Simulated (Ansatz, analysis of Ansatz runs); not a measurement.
## Moving an added electron between W sites in CaWO4 (I4_1/a)

Question: does an added electron stay on the W atom where it is started in CaWO4 (I4_1/a), and if so, how high is the barrier for a hop to another W site nearby? Model: a cell of 96 host atoms.

Method: plane-wave PAW DFT, PBEsol+U; relaxation of all atoms of a supercell at fixed charge in a uniform background; PAW set soft_1, in Ansatz 0.2.0.

## (1) Set-up

The cell holds 96 atoms: 16 Ca, 16 W and 64 O. Its edges and angles: a = 10.445 Å, b = 10.445 Å, c = 11.254 Å, α = 90.0°, β = 90.0°, γ = 90.0°. It derives from CaWO4 (space group I4_1/a). Nearest the centre at fractional (0.875, 0.250, 0.375): O64 at 1.42 Å, O60 at 1.42 Å, W5 at 1.92 Å, W56 at 1.92 Å, O13 at 2.50 Å, O57 at 2.50 Å, O66 at 2.52 Å, O70 at 2.52 Å.

Hubbard terms: W d 5.0 eV. They were chosen, not fitted, to curb self-interaction in the shells named, the trial site's among them. The two sites are W56 and W5. The cell's shortest repeat is 10.4 Å.

## (2) The cell without the carrier

The neutral cell is relaxed first, from small random displacements, so that bond lengths and moments with the carrier can be set beside those of a relaxed cell without it.

The input, neutral.relax/input.yaml:

```yaml
crystal:
  lattice:
    - [10.44511621, 0.0, 0.0]
    - [0.0, 10.44511621, 0.0]
    - [0.0, 0.0, 11.25437467]
  atoms:
    - { symbol: Ca, position: [0.0, 0.25, 0.75] }
    - { symbol: Ca, position: [0.25, 0.0, 0.25] }
    - { symbol: Ca, position: [0.0, 0.0, 0.5] }
[... 1 atom line left out ...]
    - { symbol: W, position: [0.0, 0.25, 0.25] }
[... 2 atom lines left out ...]
    - { symbol: W, position: [0.25, 0.25, 0.5] }
    - { symbol: O, position: [0.172151, 0.370842, 0.413033] }
[... 2 atom lines left out ...]
    - { symbol: O, position: [0.327849, 0.129158, 0.413033] }
    - { symbol: O, position: [0.077849, 0.129158, 0.336967] }
[... 2 atom lines left out ...]
    - { symbol: O, position: [0.422151, 0.370842, 0.336967] }
    - { symbol: O, position: [0.129158, 0.422151, 0.663033] }
[... 1 atom line left out ...]
    - { symbol: O, position: [0.120842, 0.327849, 0.163033] }
[... 1 atom line left out ...]
    - { symbol: O, position: [0.120842, 0.077849, 0.086967] }
[... 1 atom line left out ...]
    - { symbol: O, position: [0.129158, 0.172151, 0.586967] }
[... 2 atom lines left out ...]
    - { symbol: Ca, position: [0.25, 0.5, 0.25] }
    - { symbol: Ca, position: [0.0, 0.5, 0.5] }
[... 5 atom lines left out ...]
    - { symbol: O, position: [0.172151, 0.870842, 0.413033] }
[... 3 atom lines left out ...]
    - { symbol: O, position: [0.077849, 0.629158, 0.336967] }
[... 12 atom lines left out ...]
    - { symbol: Ca, position: [0.75, 0.0, 0.25] }
    - { symbol: Ca, position: [0.5, 0.0, 0.5] }
    - { symbol: Ca, position: [0.75, 0.25, 0.0] }
    - { symbol: W, position: [0.5, 0.25, 0.25] }
    - { symbol: W, position: [0.75, 0.0, 0.75] }
[... 1 atom line left out ...]
    - { symbol: W, position: [0.75, 0.25, 0.5] }
    - { symbol: O, position: [0.672151, 0.370842, 0.413033] }
[... 2 atom lines left out ...]
    - { symbol: O, position: [0.827849, 0.129158, 0.413033] }
    - { symbol: O, position: [0.577849, 0.129158, 0.336967] }
[... 2 atom lines left out ...]
    - { symbol: O, position: [0.922151, 0.370842, 0.336967] }
    - { symbol: O, position: [0.629158, 0.422151, 0.663033] }
    - { symbol: O, position: [0.879158, 0.172151, 0.163033] }
    - { symbol: O, position: [0.620842, 0.327849, 0.163033] }
    - { symbol: O, position: [0.870842, 0.077849, 0.663033] }
    - { symbol: O, position: [0.620842, 0.077849, 0.086967] }
    - { symbol: O, position: [0.870842, 0.327849, 0.586967] }
    - { symbol: O, position: [0.629158, 0.172151, 0.586967] }
    - { symbol: O, position: [0.879158, 0.422151, 0.086967] }
[... 1 atom line left out ...]
    - { symbol: Ca, position: [0.75, 0.5, 0.25] }
    - { symbol: Ca, position: [0.5, 0.5, 0.5] }
[... 5 atom lines left out ...]
    - { symbol: O, position: [0.672151, 0.870842, 0.413033] }
[... 2 atom lines left out ...]
    - { symbol: O, position: [0.827849, 0.629158, 0.413033] }
    - { symbol: O, position: [0.577849, 0.629158, 0.336967] }
[... 2 atom lines left out ...]
    - { symbol: O, position: [0.922151, 0.870842, 0.336967] }
[... 1 atom line left out ...]
    - { symbol: O, position: [0.879158, 0.672151, 0.163033] }
[... 1 atom line left out ...]
    - { symbol: O, position: [0.870842, 0.577849, 0.663033] }
[... 1 atom line left out ...]
    - { symbol: O, position: [0.870842, 0.827849, 0.586967] }
[... 1 atom line left out ...]
    - { symbol: O, position: [0.879158, 0.922151, 0.086967] }
basis:
  ecutwfc: 420
  xc_grid: 2
hamiltonian:
  xc: pbesol
  hubbard:
    sites: [{ species: W, l: d, u_eff: 5.0 }]
    projectors: ortho-atomic
  pseudopotentials: { kind: paw, azcp: { folder: soft_1 }, xc_functional: pbe }
kpoints:
  mp_grid: { grid: [1, 1, 1] }
scf:
  occupations: { method: fermi_dirac, width: 0.01 }
  max_iter: 120
  lower_state_search: "off"
output:
  forces: true
relax:
  f_tol: 0.02
  max_steps: 70
  random_displacement: { amplitude: 0.04, seed: 4882 }
checkpoint:
  write: "../neutral.relax.run"
  compress: false
  write_wavefunctions: true
  write_every: 100000
```

On the command line:

```console
$ ansatz run input.yaml --threads 32 --pin off --max-ram 84787MiB --backend cuda --events-out ev --progress --plain --runs-dir out --max-vram 78GiB
```

Numbers of over 12 decimals in the logs are rounded to 6 here.

The program printed:

```text
[... repeated set-up lines and file paths are left out, and long positions are rounded to six places ...]
Engine: ansatz 0.2.0, aarch64-unknown-linux-gnu
Pseudopotentials: kind: paw
Pseudopotential: Ca, paw, valence charge 10, recommended cutoff 420 eV (normal), soft_1/Ca.paw.azcp
Pseudopotential: W, paw, valence charge 14, recommended cutoff 420 eV (normal), soft_1/W.paw.azcp
Pseudopotential: O, paw, valence charge 6, recommended cutoff 420 eV (normal), soft_1/O.paw.azcp
Functional definition: PBEsol
  exchange = pbesol_x
  correlation = pbesol_c
[...]
Crystal: 96 atoms, lattice volume = 1227.857 Å³
Basis set: ecut = 420 eV, 24001 PW (Γ), exchange–correlation on 144×144×160 points (8 copies of the dense FFT grid, shifted against one another)
Bands: 480, of which v1, the nominal top of the filled ones, is band 384 counted from 1 (383 counted from 0)
Symmetry: 1 space group operations
k-points: 1
Non-local potential: Ca, projectors of the file, l = 0: 3, l = 1: 2, l = 2: 2
Non-local potential: W, projectors of the file, l = 0: 3, l = 1: 2, l = 2: 2, l = 3: 1
Non-local potential: O, projectors of the file, l = 0: 2, l = 1: 2, l = 2: 1
PAW form: soft (Blöchl's): semilocal exchange-correlation on the pseudo side does not see the compensation charge
PAW frozen core: Ca, regenerated for the run's functional, and the local potential with it (the file was generated under x = pbe(κ = 0.804, μ = 0.219515), c = pbe(β = 0.066725))
PAW frozen core: W, regenerated for the run's functional, and the local potential with it (the file was generated under x = pbe(κ = 0.804, μ = 0.219515), c = pbe(β = 0.066725))
[...]
Harris-Foulkes:  -228716.784975 eV  (|F-HF|=7.74e-9)
Internal energy: -228716.784975 eV  (E = F + TS)
E sigma→0 (E₀):  -228716.784975 eV
Fermi energy:    9.568810 eV
--- Per-component energies (eV) ---
  E_band       = -6274.375043
  E_kinetic    = 21484.298001
  E_local      = -49295.004153  (includes V_loc(G=0)·N_el)
  E_nonlocal   = 4475.863368
  E_hartree    = 17780.909213
  E_xc         = -10773.874370
  E_vxc        = -11987.205036  (∫ρ·V_xc dr)
  E_hubbard    = 93.528680  (on-site DFT+U / exact-exchange correction)
  E_vhub       = 37.813768  (the Hubbard potential's part of the band-sum identity)
  E_paw        = -158756.121484  (= ΣΔE_a)
  E_vpaw       = -6552.012084  (= ΣTr[D̂ρ^β])
  E_aug_tail   = 0.052023  (compensation charges beyond the density's cutoff)
  E_ewald      = -53734.145116
  E_core_change = 7.708862  (= ΣΔE_core)
  E_smearing   = -0.000000  (= −TS)
  E_closure    = -0.000000  (closes the sum)
  Σ components = -228716.784975   (vs F -228716.784975, Δ=0.00e0)
--- Forces (eV/Å), atoms counted from 1 ---
  atom   1  Ca     0.00148549    -0.00111138     0.00100192
  atom   2  Ca     0.00114494     0.00063213    -0.00043501
  [... 2 atoms left out ...]
  atom   5  W      0.00105688    -0.00109079     0.00029922
  [... 1 atom left out ...]
  [... 90 more lines of this table ...]
  max |Σ_I F_I| component: 7.84e-5 eV/Å
--- Band table (eV) ---
  k-point 0: bands = ["-66.6268", "-66.6265", "-66.6264", "-66.6263", "-66.6262", "-66.6262", "-66.6259", "-66.6258", "-66.6258", [... rest cut ...]
Occupation matrices written to <dir>
--- Relaxed structure (5 steps of the walk, 5 accepted, 0 SCFs on fresh bases) ---
  F+E_penalty+E_count = -228716.78497527 eV   max|allowed force component| = 2.399e-3 eV/Å
  atoms:
    - { symbol: Ca, position: [-0.000221, 0.250380, 0.750151] }
    - { symbol: Ca, position: [0.249719, 0.000267, 0.250171] }
    [... 2 atoms left out ...]
    - { symbol: W, position: [-0.000293, 0.250308, 0.250239] }
    [... 1 atom left out ...]
  [... 90 more lines of this table ...]
[key lines of the parts left out:]
SCF converged after 7 iterations
Free energy (F): -228716.784975 eV
```

It took 4.7 s on 1 × NVIDIA GB200 with 32 threads of Arm Neoverse V2, shared host; peak memory 1.4 GiB; 21 s of CPU time.

The largest displacement from an ideal site is 0.009 Å.

## (3) The electron on the first site

The nearest neighbour or neighbours of the site start displaced and the site's starting moment is changed by the carrier's spin, since a carrier doesn't trap itself in the undistorted lattice.

The input, A.relax/input.yaml:

```yaml
crystal:
  lattice:
    - [10.44511621, 0.0, 0.0]
    - [0.0, 10.44511621, 0.0]
    - [0.0, 0.0, 11.25437467]
  atoms:
    - { symbol: Ca, position: [-0.000221, 0.25038, 0.750151] }
    - { symbol: Ca, position: [0.249719, 0.000267, 0.250171] }
    - { symbol: Ca, position: [-0.0002, 0.000313, 0.500179] }
[... 1 atom line left out ...]
    - { symbol: W, position: [-0.000293, 0.250308, 0.250239] }
[... 1 atom line left out ...]
    - { symbol: W, position: [-0.00022, 0.000322, 4.6e-05] }
    - { symbol: W, position: [0.24978, 0.250295, 0.500186] }
    - { symbol: O, position: [0.171213, 0.370879, 0.413056] }
[... 2 atom lines left out ...]
    - { symbol: O, position: [0.328261, 0.129589, 0.413133] }
    - { symbol: O, position: [0.078262, 0.129594, 0.337229] }
[... 2 atom lines left out ...]
    - { symbol: O, position: [0.421215, 0.370884, 0.33732] }
    - { symbol: O, position: [0.129158, 0.421769, 0.663011] }
[... 1 atom line left out ...]
    - { symbol: O, position: [0.12032, 0.328782, 0.163084] }
[... 1 atom line left out ...]
    - { symbol: O, position: [0.120399, 0.078791, 0.087185] }
[... 1 atom line left out ...]
    - { symbol: O, position: [0.129126, 0.171788, 0.587267] }
[... 2 atom lines left out ...]
    - { symbol: Ca, position: [0.249718, 0.500248, 0.250161] }
    - { symbol: Ca, position: [-0.000202, 0.500329, 0.500164] }
[... 5 atom lines left out ...]
    - { symbol: O, position: [0.171244, 0.87092, 0.413096] }
[... 3 atom lines left out ...]
    - { symbol: O, position: [0.078305, 0.629657, 0.337299] }
[... 12 atom lines left out ...]
    - { symbol: Ca, position: [0.749778, 0.000324, 0.250159] }
    - { symbol: Ca, position: [0.499784, 0.000298, 0.50018] }
    - { symbol: Ca, position: [0.749764, 0.250374, 0.000183] }
    - { symbol: W, position: [0.499737, 0.250283, 0.250174] }
[... 2 atom lines left out ...]
    - { symbol: W, position: [0.749782, 0.250356, 0.500211], spin: 1.0 }
    - { symbol: O, position: [0.66692, 0.37777, 0.40832] }
[... 2 atom lines left out ...]
    - { symbol: O, position: [0.832629, 0.122953, 0.408285] }
    - { symbol: O, position: [0.5783, 0.12967, 0.337268] }
[... 2 atom lines left out ...]
    - { symbol: O, position: [0.921228, 0.371008, 0.33732] }
    - { symbol: O, position: [0.629152, 0.421801, 0.663089] }
    - { symbol: O, position: [0.879058, 0.171838, 0.163129] }
    - { symbol: O, position: [0.620343, 0.328877, 0.163076] }
    - { symbol: O, position: [0.870429, 0.078933, 0.663038] }
    - { symbol: O, position: [0.620389, 0.078877, 0.087289] }
    - { symbol: O, position: [0.87719, 0.333248, 0.592109] }
    - { symbol: O, position: [0.622331, 0.167486, 0.592071] }
    - { symbol: O, position: [0.879093, 0.421824, 0.087269] }
[... 1 atom line left out ...]
    - { symbol: Ca, position: [0.749789, 0.50033, 0.250208] }
    - { symbol: Ca, position: [0.4998, 0.500297, 0.500171] }
[... 5 atom lines left out ...]
    - { symbol: O, position: [0.671243, 0.871013, 0.413122] }
[... 2 atom lines left out ...]
    - { symbol: O, position: [0.828329, 0.62979, 0.413064] }
    - { symbol: O, position: [0.578317, 0.629669, 0.337272] }
[... 2 atom lines left out ...]
    - { symbol: O, position: [0.921257, 0.871041, 0.337243] }
[... 1 atom line left out ...]
    - { symbol: O, position: [0.879173, 0.67183, 0.163095] }
[... 1 atom line left out ...]
    - { symbol: O, position: [0.870547, 0.578871, 0.663058] }
[... 1 atom line left out ...]
    - { symbol: O, position: [0.870494, 0.828895, 0.587272] }
[... 1 atom line left out ...]
    - { symbol: O, position: [0.87915, 0.921846, 0.087181] }
total_charge: -1
basis:
  ecutwfc: 420
  xc_grid: 2
hamiltonian:
  xc: pbesol
  hubbard:
    sites: [{ species: W, l: d, u_eff: 5.0 }]
    projectors: ortho-atomic
  pseudopotentials: { kind: paw, azcp: { folder: soft_1 }, xc_functional: pbe }
kpoints:
  mp_grid: { grid: [1, 1, 1] }
magnetization:
  spin_polarized: true
  initial_magnetization: 1
  spin_locking: { lock_magnetization: hard }
scf:
  occupations: { method: fermi_dirac, width: 0.01 }
  max_iter: 120
  lower_state_search: "off"
output:
  forces: true
relax:
  f_tol: 0.015
  max_steps: 70
  escape_saddle: false
checkpoint:
  write: "../A.relax.run"
  compress: false
  write_wavefunctions: true
  write_every: 100000
```

The program printed:

```text
[...]
Crystal: 96 atoms, lattice volume = 1227.857 Å³
Basis set: ecut = 420 eV, 24001 PW (Γ), exchange–correlation on 144×144×160 points (8 copies of the dense FFT grid, shifted against one another)
Bands: 481, of which v1, the nominal top of the filled ones, is band 385 counted from 1 (384 counted from 0)
Symmetry: 1 space group operations
[...]
k-points: 1
[...]
Starting moments: Σ|m| = 1 μB on 1 of 96 sites
[...]
SCF iter   1: F=—  HF=-228781.522518 eV  |Δ(HF+E_count)|=         —  Δρ=5.42e-2 (↑5.42e-2 ↓5.20e-2)  dr2=2.97e2  dr2_m=3.38e-1  M=1.000 μB ∫|m|=1.383 μB  Hψ=4465
[...]
spin=Collinear: Kerker preconditioning applied to the charge; magnetization (m = ρ↑ − ρ↓) channel mixes plain (no charge-response kernel on spin).
SCF iter   2: F=—  HF=-228744.642740 eV  |Δ(HF+E_count)|=    3.69e1  Δρ=3.53e-2 (↑3.53e-2 ↓3.50e-2)  dr2=1.48e2  dr2_m=1.16e-1  M=1.000 μB ∫|m|=1.267 μB  Hψ=1752
[...]
SCF 1 converged in 11 iterations: F = -228705.319791 eV  dr2 = 4.31e-6
[...]
relax step   1: F+E_penalty+E_count = -228705.31979099 eV  Δ(F+E_penalty+E_count) = +0.000e0 eV  max|allowed force component| = 9.495e-1 eV/Å  Δτ_max = 0.0000 Å  (11 SCF iters, dr2 threshold 5.63e-6 eV, accepted)
[...]
relax step   2: F+E_penalty+E_count = -228705.58083570 eV  Δ(F+E_penalty+E_count) = -2.610e-1 eV  max|allowed force component| = 4.578e-1 eV/Å  Δτ_max = 0.0901 Å  (7 SCF iters, dr2 threshold 5.63e-5 eV, accepted)
relax step   3: F+E_penalty+E_count = -228705.67318657 eV  Δ(F+E_penalty+E_count) = -9.235e-2 eV  max|allowed force component| = 9.997e-2 eV/Å  Δτ_max = 0.0314 Å  (6 SCF iters, dr2 threshold 1.31e-5 eV, accepted)
relax step   4: F+E_penalty+E_count = -228705.68073526 eV  Δ(F+E_penalty+E_count) = -7.549e-3 eV  max|allowed force component| = 3.466e-2 eV/Å  Δτ_max = 0.0093 Å  (6 SCF iters, dr2 threshold 6.25e-7 eV, accepted)
relax step   5: F+E_penalty+E_count = -228705.68551153 eV  Δ(F+E_penalty+E_count) = -4.776e-3 eV  max|allowed force component| = 2.657e-2 eV/Å  Δτ_max = 0.0111 Å  (7 SCF iters, accepted)
relax step   6: F+E_penalty+E_count = -228705.68771803 eV  Δ(F+E_penalty+E_count) = -2.207e-3 eV  max|allowed force component| = 3.183e-2 eV/Å  Δτ_max = 0.0067 Å  (7 SCF iters, accepted)
relax step   7: F+E_penalty+E_count = -228705.69157600 eV  Δ(F+E_penalty+E_count) = -3.858e-3 eV  max|allowed force component| = 2.937e-2 eV/Å  Δτ_max = 0.0181 Å  (7 SCF iters, dr2 threshold 5.95e-7 eV, accepted)
relax step   8: F+E_penalty+E_count = -228705.69367527 eV  Δ(F+E_penalty+E_count) = -2.099e-3 eV  max|allowed force component| = 4.268e-2 eV/Å  Δτ_max = 0.0185 Å  (7 SCF iters, dr2 threshold 7.34e-7 eV, accepted)
relax step   9: F+E_penalty+E_count = -228705.69422390 eV  Δ(F+E_penalty+E_count) = -5.486e-4 eV  max|allowed force component| = 5.365e-2 eV/Å  Δτ_max = 0.0204 Å  (7 SCF iters, dr2 threshold 1.55e-6 eV, accepted)
relax step  10: F+E_penalty+E_count = -228705.69499463 eV  Δ(F+E_penalty+E_count) = -7.707e-4 eV  max|allowed force component| = 1.169e-2 eV/Å  Δτ_max = 0.0048 Å  (5 SCF iters, dr2 threshold 2.88e-6 eV, accepted)
[...]
iter 1 solved again at ethr=1.73e-10 eV; its pass at ethr=3.10e-3 eV (dr2=1.33e-6 eV) is discarded
SCF iter   1: F=—  HF=-228705.694995 eV  |Δ(HF+E_count)|=         —  Δρ=5.55e-6 (↑5.50e-6 ↓5.55e-6)  dr2=1.33e-6  dr2_m=4.36e-10  M=1.000 μB ∫|m|=1.112 μB  Hψ=2676
[...]
SCF iter   2: F=—  HF=-228705.694995 eV  |Δ(HF+E_count)|=   2.53e-8  Δρ=3.17e-6 (↑3.16e-6 ↓3.17e-6)  dr2=4.75e-7  dr2_m=2.80e-10  M=1.000 μB ∫|m|=1.112 μB  Hψ=1079
[...]
SCF iter   4: F=-228705.694995 eV  HF=-228705.694995 eV  |Δ(HF+E_count)|=   6.71e-8  Δρ=4.18e-7 (↑4.10e-7 ↓4.18e-7)  dr2=7.60e-9  dr2_m=1.55e-11  M=1.000 μB ∫|m|=1.112 μB  Hψ=2124
SCF 11 converged in 4 iterations: F = -228705.694995 eV  dr2 = 7.60e-9
relax step  11: F+E_penalty+E_count = -228705.69499516 eV  Δ(F+E_penalty+E_count) = -5.254e-7 eV  max|allowed force component| = 1.163e-2 eV/Å  Δτ_max = 0.0000 Å  (4 SCF iters, accepted)
[...]
NSCF: frozen V_eff on 1 k-points
[...]
SCF converged after 4 iterations
Magnetization: 1.0000 μB (385.0000 up, 384.0000 down)
Absolute magnetization: 1.1227 μB (∫|ρ↑−ρ↓|, with the PAW one-centre terms)
[...]
Per-site moments (μB) at R_I (Å): [(0.00120016, 0.989412), (3.3463047173643906e-5, 0.993731), (0.00305252, 0.956697), [... 6 left out ...]
Free energy (F): -228705.694995 eV
[...]
Internal energy: -228705.694995 eV  (E = F + TS)
E sigma→0 (E₀):  -228705.694995 eV
Fermi energy:    11.000696 (↑ 11.004140, ↓ 9.612471) eV
[...]
--- Forces (eV/Å), atoms counted from 1 ---
  atom   1  Ca     0.00022331    -0.00052179     0.00187056
  atom   2  Ca     0.00120199     0.00146549     0.00246495
  atom   3  Ca     0.00243195    -0.00111543    -0.00036087
  [... 1 atom left out ...]
  atom   5  W      0.01137110    -0.00374525    -0.00738857
  [... 1 atom left out ...]
  [... 90 more lines of this table ...]
  max |Σ_I F_I| component: 2.12e-6 eV/Å
--- Band table (eV) ---
[...]
Occupation matrices written to <dir>
--- Relaxed structure (11 steps of the walk, 11 accepted, 0 SCFs on fresh bases) ---
  F+E_penalty+E_count = -228705.69499516 eV   max|allowed force component| = 1.163e-2 eV/Å
  atoms:
    - { symbol: Ca, position: [-0.002699, 0.254520, 0.745767] }
    - { symbol: Ca, position: [0.252131, 0.000270, 0.250679] }
    - { symbol: Ca, position: [6.455256794449212e-5, 0.002698, 0.499130] }
    [... 1 atom left out ...]
    - { symbol: W, position: [-0.002197, 0.249214, 0.256574] }
    [... 1 atom left out ...]
  [... 90 more lines of this table ...]
```

The job ended after 12 s (1 × NVIDIA GB200 with 32 threads; peak memory 1.7 GiB).

The steps of the relaxation:

| step | energy less that of the first step (eV) | largest force component (eV/Å) |
| --- | --- | --- |
| 1 | 0.0000 | 0.9495 |
| 2 | -0.2610 | 0.4578 |
| 3 | -0.3534 | 0.1000 |
| 4 | -0.3609 | 0.0347 |
| 5 | -0.3657 | 0.0266 |
| 6 | -0.3679 | 0.0318 |
| 7 | -0.3718 | 0.0294 |
| 8 | -0.3739 | 0.0427 |
| 9 | -0.3744 | 0.0536 |
| 10 | -0.3752 | 0.0117 |
| 11 | -0.3752 | 0.0116 |

The atoms that moved most (Å):

| atom | dx | dy | dz | length |
| --- | --- | --- | --- | --- |
| O71 | 0.050 | -0.086 | -0.067 | 0.120 |
| O60 | 0.086 | 0.049 | 0.067 | 0.120 |
| O57 | -0.086 | -0.050 | 0.067 | 0.120 |
| O70 | -0.049 | 0.086 | -0.068 | 0.120 |
| O13 | 0.082 | 0.009 | 0.021 | 0.085 |
| O89 | 0.007 | -0.081 | -0.021 | 0.084 |
| O92 | -0.009 | 0.081 | -0.020 | 0.084 |
| O16 | -0.081 | -0.006 | 0.020 | 0.084 |

The moves above count from the input, in which the site's nearest neighbours were already displaced; the distances below compare with the cell without the carrier.

Distances from W56 without and with the electron:

| atom | without (Å) | with (Å) |
| --- | --- | --- |
| O57 | 1.79 | 1.87 |
| O60 | 1.79 | 1.87 |
| O71 | 1.79 | 1.87 |
| O70 | 1.79 | 1.87 |

The largest changes of the moments are 0.38 μB on W56, 0.02 μB on O57 and 0.02 μB on O60. The largest part sits on the chosen site.

[end of part 1 of 2]

[Logs are printed without paths, hosts, clocks, repeated set-up lines and the standing remarks that a program may print on its own settings, such as how far it seeks lower states.]

[Hosts, paths, dates, database ids (printed as entryN), source tags and the programs' standing remarks are cut or masked in the printed files.]
